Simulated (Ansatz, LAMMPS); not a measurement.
# Electronic structure of glassy 69SiO2-19Al2O3-6SrO-6Li2O (mol %) (106 atoms), part 2 of 2

Aim: energy, forces, charges and density of states of glassy 69SiO2-19Al2O3-6SrO-6Li2O (mol %) (106 atoms) at a fixed geometry.

Ansatz 0.2.0; Kohn-Sham DFT, PBE, PAW (set soft_2), plane waves.

The cell: 22 Si, 12 Al, 2 Sr, 4 Li and 66 O. The quench rate of 50 K/ps far exceeds what a furnace or splat quench reaches. The network of bonds at the start is that of the classical potential that made the cell. The Brillouin zone is sampled at Γ only, in a cell whose shortest periodic width is 11 Å.

So far. Step 3 (Plane-wave single point): Between -26 and -14 eV lie 144 more states.

## Step 3: Plane-wave single point (continued)

Electrostatic potential energy in the bc plane at fractional x = 0.359, with atoms of Si and Al and Li and O within 0.2 Å of it. With pseudopotentials it is smooth inside the atoms' cores, unlike the true potential.

Ten even steps from '_' (-35 eV) to '@' (10 eV), each cell a mean:
```
@@@@@@@@@@@@@@@@@@@@@@@@@@@@@@@@@@@@@@@@@@@@@@@@@@@@@@@@@@@@@@@@
@@%%%%%%@@@@@@@@@@@@@@@@@@@@@@@@@@@@@@@@@@@@@@@@@@@@@@@@@@@@@@@@
@@%%%%%%%%@@@@@@@@@@@@@@@@@@@@@@@@@@@@@@@@@@@@@@@@@@@@@@@@@@@@@@
**%%%%%%@@@@@@@@@@@@@@@@@@@@@@@@@@@@@@@@@@@@@@@@%%####%%@@@@##==
..**@@@@@@@@@@%%%%@@@@@@@@@@@@@@@@@@@@@@@@@@@@%%++::::**%%##..__
::%%@@@@@@%%**++****%%@@@@@@@@@@@@@@@@@@@@@@@@%%++::::**%%%%--..
**%%@@@@@@**++****++**%%@@@@%%%%%%%%@@@@@@@@@@%%%%####%%%%%%**++
++**%%%%##**++####++**%%%%%%##****####**%%@@@@@@%%%%######**++**
**++**::__--**++++++**====####++**++..__..##%%%%%%**..__--++**##
++****::__==%%%%####::____==######++..____****++**++____--**++++
##%%@@%%%%@@@@@@@@%%==__..++%%%%%%%%##++****--::++######%%%%##**
@@@@@@@@@@@@@@@@%%##++==++##%%@@@@@@@@@@%%##++++**%%@@@@@@@@@@@@
@@@@@@@@@@@@@@@@%%**::__--**%%%%@@@@@@@@%%##==++%%@@@@@@@@@@@@@@
@@@@@@@@@@@@**==++**--..==++::::**%%%%%%##::__..##@@@@@@@@@@@@@@
@@%%%%%%%%##::__--####**##--____::**++++++--..==%%@@@@@@@@@@@@@@
@@%%##****##**++##@@@@@@@@##==--**++==++==**%%@@@@@@@@@@@@@@@@@@
**++****##%%@@@@@@@@@@@@@@@@@@@@%%**++==++##%%@@@@@@@@@@@@@@@@@@
____::##%%%%@@@@@@@@@@@@@@@@@@@@%%%%######%%%%@@@@@@@@@@@@@@@@++
____--%%@@@@@@@@@@@@@@%%%%%%%%%%%%%%%%%%%%%%%%%%@@@@@@@@@@%%%%==
==**%%@@@@@@@@@@@@@@++..::**##%%%%%%####%%##**##%%##==++##++::::
..**%%@@@@@@@@@@@@@@==__..++####%%%%%%%%**++++++**++::--==..____
..**%%@@@@@@@@@@@@@@%%####%%%%%%%%@@%%##++**##**++######**..____
**%%@@@@@@@@@@@@@@@@@@@@@@@@@@@@@@@@@@%%++++**++++%%@@%%%%**--==
%%%%@@@@@@@@@@@@@@@@@@@@@@@@@@@@@@@@@@%%%%******%%%%@@@@@@%%%%%%
```
Columns run along b (11.5 Å; values clipped at the 3rd and 97th percentile), rows up along c (11.5 Å). Atoms in or near the plane, at fractional coordinates: Si at (0.96, 0.12), Al at (0.70, 0.09), Al at (0.98, 0.64), Al at (0.24, 0.69), Li at (0.80, 0.78), O at (0.60, 0.61), O at (0.36, 0.59), O at (0.46, 0.39), O at (0.98, 0.79), O at (0.03, 0.25).

Valence density in the bc plane at fractional x = 0.359, with atoms of Si and Al and Li and O within 0.2 Å of it. It is the smooth field of the valence electrons, not physical close to the nuclei.

Values in e/Å³, 13 rows by 16 columns, each cell a mean:
```
0.2 0.1 0.0 0.0 0.0 0.0 0.0 0.0 0.0 0.0 0.2 0.4 0.1 0.0 0.0 0.1
0.4 0.1 0.0 0.0 0.0 0.0 0.0 0.0 0.0 0.0 0.1 0.1 0.1 0.0 0.1 0.5
2.5 0.2 0.1 0.1 0.2 0.1 0.1 0.1 0.0 0.0 0.0 0.0 1.9 1.9 0.6 4.4
0.7 0.2 0.2 0.1 0.1 0.1 0.1 0.1 0.1 0.2 0.1 0.0 0.4 0.6 0.3 1.1
0.3 1.9 2.7 0.4 0.2 1.4 1.1 0.3 0.7 3.7 1.8 0.2 0.7 3.2 1.1 0.1
0.2 1.2 1.7 0.3 0.3 3.4 2.9 0.3 0.5 2.7 1.5 0.3 0.7 2.1 0.8 0.1
0.0 0.1 0.1 0.2 0.2 0.5 0.5 0.3 0.1 0.1 0.5 1.0 0.3 0.1 0.0 0.0
0.0 0.1 0.4 2.4 1.2 0.3 1.2 4.1 1.1 0.2 1.6 3.7 0.6 0.0 0.0 0.0
0.5 0.3 0.4 1.3 0.6 0.1 0.5 2.0 0.7 0.1 0.4 0.5 0.1 0.0 0.0 0.1
5.1 1.7 0.1 0.1 0.1 0.1 0.1 0.1 0.2 0.3 0.1 0.0 0.1 0.1 0.1 1.0
1.8 0.6 0.0 0.0 0.2 2.1 1.6 0.3 0.4 0.8 0.3 0.1 0.6 1.5 0.6 0.6
0.4 0.1 0.0 0.0 0.2 1.5 1.2 0.2 0.1 0.2 0.1 0.1 0.6 1.4 0.6 0.2
0.7 0.3 0.0 0.0 0.0 0.1 0.1 0.0 0.0 0.0 0.1 0.2 0.1 0.1 0.1 0.3
```
Columns run along b (11.5 Å), rows up along c (11.5 Å). Atoms in or near the plane, at fractional coordinates: Si at (0.96, 0.12), Al at (0.70, 0.09), Al at (0.98, 0.64), Al at (0.24, 0.69), Li at (0.80, 0.78), O at (0.60, 0.61), O at (0.36, 0.59), O at (0.46, 0.39), O at (0.98, 0.79), O at (0.03, 0.25).

Mean Löwdin charges: Al +1.35, Li +0.86, O -0.84, Si +1.76, Sr +1.86 e (they miss 1.2 % of the electrons, so they add up to more than the cell's charge).

## Step 4: Local order

These statistics describe the geometry on which the runs were made.

Density 2.43 g/cm³, 14.16 Å³ an atom.

g(r), total and by pair (bins of 0.2 Å):

| r (Å) | total | O-O | O-Si | O-Al | O-Li | O-Sr | Si-Si |
| --- | --- | --- | --- | --- | --- | --- | --- |
| 1.40 | 0.05 | 0.00 | 0.19 | 0.00 | 0.00 | 0.00 | 0.00 |
| 1.60 | 3.95 | 0.00 | 13.05 | 4.08 | 0.00 | 0.00 | 0.00 |
| 1.80 | 1.17 | 0.00 | 0.68 | 7.06 | 0.00 | 0.00 | 0.00 |
| 2.00 | 0.30 | 0.00 | 0.00 | 0.60 | 4.54 | 0.00 | 0.00 |
| 2.20 | 0.05 | 0.00 | 0.00 | 0.00 | 0.98 | 0.00 | 0.00 |
| 2.40 | 0.26 | 0.54 | 0.00 | 0.14 | 0.39 | 0.77 | 0.00 |
| 2.60 | 1.65 | 3.88 | 0.00 | 0.11 | 0.66 | 2.63 | 0.00 |
| 2.80 | 1.19 | 2.57 | 0.00 | 0.19 | 0.30 | 2.82 | 0.00 |
| 3.00 | 0.81 | 1.06 | 0.04 | 0.08 | 0.77 | 0.51 | 1.91 |
| 3.20 | 1.13 | 0.78 | 0.46 | 0.51 | 1.54 | 0.00 | 4.87 |
| 3.40 | 0.77 | 0.54 | 1.04 | 1.18 | 0.78 | 0.39 | 0.22 |
| 3.60 | 0.84 | 0.54 | 1.36 | 1.17 | 0.36 | 1.04 | 0.00 |
| 3.80 | 0.99 | 0.53 | 1.54 | 1.30 | 1.39 | 1.26 | 0.33 |
| 4.00 | 1.19 | 0.65 | 1.79 | 1.73 | 1.29 | 1.15 | 1.23 |
| 4.20 | 1.25 | 0.68 | 1.99 | 1.76 | 2.04 | 1.02 | 0.83 |
| 4.40 | 1.09 | 0.89 | 1.24 | 1.77 | 0.71 | 0.47 | 0.77 |
| 4.60 | 0.92 | 1.17 | 0.60 | 0.75 | 0.85 | 1.29 | 1.29 |
| 4.80 | 0.92 | 1.25 | 0.75 | 0.40 | 0.50 | 1.39 | 1.27 |
| 5.00 | 1.13 | 1.73 | 0.54 | 0.48 | 1.17 | 1.66 | 1.28 |
| 5.20 | 1.13 | 1.46 | 0.74 | 0.65 | 1.34 | 1.32 | 1.54 |
| 5.40 | 0.85 | 0.98 | 0.79 | 0.54 | 0.54 | 0.94 | 0.59 |
| 5.60 | 0.92 | 0.77 | 1.02 | 1.15 | 0.95 | 0.72 | 0.86 |

Bonds by pair of elements; cutoffs follow the first minimum of g(r), held within bounds set by covalent radii, and pairs that aren't listed don't count as bonded:

| pair A-B | cutoff (Å) | bonds | mean length (Å) | spread (Å) | shortest (Å) | B about A | A about B |
| --- | --- | --- | --- | --- | --- | --- | --- |
| O-Si | 2.12 | 88 | 1.62 | 0.053 | 1.50 | 1.33 | 4 |
| O-Al | 2.19 | 48 | 1.76 | 0.082 | 1.63 | 0.727 | 4 |
| O-Li | 2.33 | 10 | 2.03 | 0.074 | 1.93 | 0.152 | 2.5 |
| O-Sr | 3.23 | 11 | 2.75 | 0.158 | 2.44 | 0.167 | 5.5 |

How many atoms have how many bonded neighbours:

| element | mean | 2 | 3 | 4 | 5 | 6 |
| --- | --- | --- | --- | --- | --- | --- |
| Al | 4 | 0 | 0 | 12 | 0 | 0 |
| Li | 2.5 | 2 | 2 | 0 | 0 | 0 |
| O | 2.38 | 43 | 21 | 2 | 0 | 0 |
| Si | 4 | 0 | 0 | 22 | 0 | 0 |
| Sr | 5.5 | 0 | 0 | 0 | 1 | 1 |

Bond angles (no mean is given where the spread exceeds 20°):

| angle | count | mean (°) | spread (°) |
| --- | --- | --- | --- |
| O-Si-O | 132 | 109 | 5.9 |
| O-Al-O | 72 | 109 | 11.9 |
| Al-O-Si | 37 | 139 | 18.2 |
| Si-O-Si | 28 | 155 | 15.4 |
| O-Sr-O | 25 | - | - |

Oxygen atoms by the number of network formers (Si, P, Ge, B, Al, As, Ga) bound to them:

| network formers bound to O | O atoms | per cent |
| --- | --- | --- |
| 0 | 0 | 0 |
| 1 | 2 | 3 |
| 2 | 58 | 87.9 |
| 3 | 6 | 9.1 |

Network units: each former by its oxygen neighbours and how many of them bridge to another former:

| former | O neighbours | bridging O | atoms |
| --- | --- | --- | --- |
| Si | 4 | 3 | 2 |
| Si | 4 | 4 | 20 |
| Al | 4 | 4 | 12 |

Bond length by coordination (bonds to H left out):

| element | coordination | atoms | mean bond length (Å) |
| --- | --- | --- | --- |
| Li | 2 | 2 | 1.99 |
| Li | 3 | 2 | 2.06 |
| O | 2 | 43 | 1.64 |
| O | 3 | 21 | 1.89 |
| O | 4 | 2 | 2.07 |
| Sr | 5 | 1 | 2.78 |
| Sr | 6 | 1 | 2.72 |

Rings of the network by King's shortest-path rule, up to 12 atoms, one path for each pair of neighbours; H, halogens, alkali and alkaline-earth atoms are left out, and the last column divides by all other atoms, bonded or not:

| ring size (atoms) | rings | per network atom |
| --- | --- | --- |
| 4 | 1 | 0.01 |
| 6 | 1 | 0.01 |
| 8 | 15 | 0.15 |
| 10 | 16 | 0.16 |
| 12 | 26 | 0.26 |

First main peaks of g(r), for some of the pairs, lie near 2.6 Å (O-O), 1.6 Å (O-Si), 1.7 Å (O-Al), 2.0 Å (O-Li), 2.8 Å (O-Sr) and 3.1 Å (Si-Si). By these cutoffs all Al atoms have 4, 50 % of Li atoms have 2 and as many 3, 65 % of O atoms have 2 and all Si atoms have 4 bonded neighbours. The O-Si-O angle averages 109° with a spread of 6°. 88 % of the oxygens bridge two formers (Si and Al) and 3 % are non-bridging; 9 % join three. The commonest Si unit has 4 oxygens, 4 of them shared with other formers (20 of 22 atoms). Rings of 12 atoms are the most common (44 % of those counted); sizes run from 4 to 12, where the search stops.

The surroundings of O59, which has 4 bonded neighbours where the commonest count for O is 2, nearest first, numbered as they follow in the input and with coordinates relative to it.

| atom | x | y | z | distance (Å) | bonds | Löwdin charge (e) | Fx | Fy | Fz (eV/Å) |
| --- | --- | --- | --- | --- | --- | --- | --- | --- | --- |
| O59 | 0.00 | 0.00 | 0.00 | 0.00 | 4 | -0.90 | 0.58 | 0.76 | -0.63 |
| Si1 | 0.71 | 0.15 | 1.46 | 1.63 | 4 | 1.71 | -1.08 | 1.15 | 0.42 |
| Al25 | -1.70 | -0.20 | -0.50 | 1.79 | 4 | 1.34 | -0.39 | -0.92 | 1.66 |
| Li37 | 1.39 | -1.28 | -0.76 | 2.03 | 3 | 0.82 | -0.64 | -0.15 | -0.42 |
| O103 | 0.04 | -0.98 | 2.39 | 2.58 | 3 | -0.83 | 1.87 | -1.23 | -0.31 |
| O50 | 2.24 | -0.18 | 1.44 | 2.67 | 3 | -0.87 | 1.91 | -1.34 | -1.37 |
| O74 | 0.67 | 1.63 | 2.07 | 2.72 | 2 | -0.79 | -0.19 | -1.39 | -1.84 |
| O69 | -1.53 | -0.37 | -2.24 | 2.74 | 3 | -0.83 | -0.69 | 1.61 | -0.62 |
| O43 | -2.54 | 1.04 | 0.40 | 2.78 | 2 | -0.84 | 0.50 | 0.50 | -2.39 |
| Sr36 | 0.81 | 2.08 | -1.83 | 2.88 | 5 | 1.87 | 0.35 | 0.23 | -0.31 |
| O62 | -2.44 | -1.68 | 0.08 | 2.96 | 2 | -0.84 | 0.53 | 1.18 | -1.16 |
| O41 | -0.03 | -2.37 | -1.84 | 2.99 | 3 | -1.01 | 2.35 | -0.34 | 1.41 |
| O67 | 2.73 | 0.24 | -1.36 | 3.06 | 4 | -0.99 | -1.53 | 0.13 | 0.89 |

The column of bonds counts only the pairs O-Si within 2.12 Å, O-Al within 2.19 Å, O-Li within 2.33 Å, O-Sr within 3.23 Å; other neighbours, such as metal atoms beside each other in a compound, aren't counted, and periodic images can show an atom twice.

## Step 5: Results

| Item | Value |
| --- | --- |
| free energy per atom | -621.8301 eV/atom |
| pressure | 5.726 GPa |
| r.m.s. force component | 1.297 eV/Å |
| gap (highest filled to lowest empty level) | 3.018 eV |
| wall time of the 1 DFT run | 34 s |

The highest filled and lowest empty levels differ by 3.02 eV (at Γ alone); a semilocal functional tends to put such gaps too low. In a disordered cell it changes from sample to sample, and tail or defect levels can set it. By these cutoffs all Al atoms have 4, 50 % of Li atoms have 2 and as many 3, 65 % of O atoms have 2 and all Si atoms have 4 bonded neighbours. 88 % of the oxygens bridge two formers (Si and Al) and 3 % are non-bridging; 9 % join three.

**Limits.** The force components of 1.3 eV/Å r.m.s. reflect the temperature of the frame as well as the gap between the generating potential and DFT. The pressure of 5.7 GPa is that of one thermal frame, in which the classical model's bond lengths enter as well as the volume, without the kinetic term.

[Logs are printed without paths, hosts, clocks, repeated set-up lines and the standing remarks that a program may print on its own settings, such as how far it seeks lower states.]

[Hosts, paths, dates, database ids (printed as entryN), source tags and the programs' standing remarks are cut or masked in the printed files.]
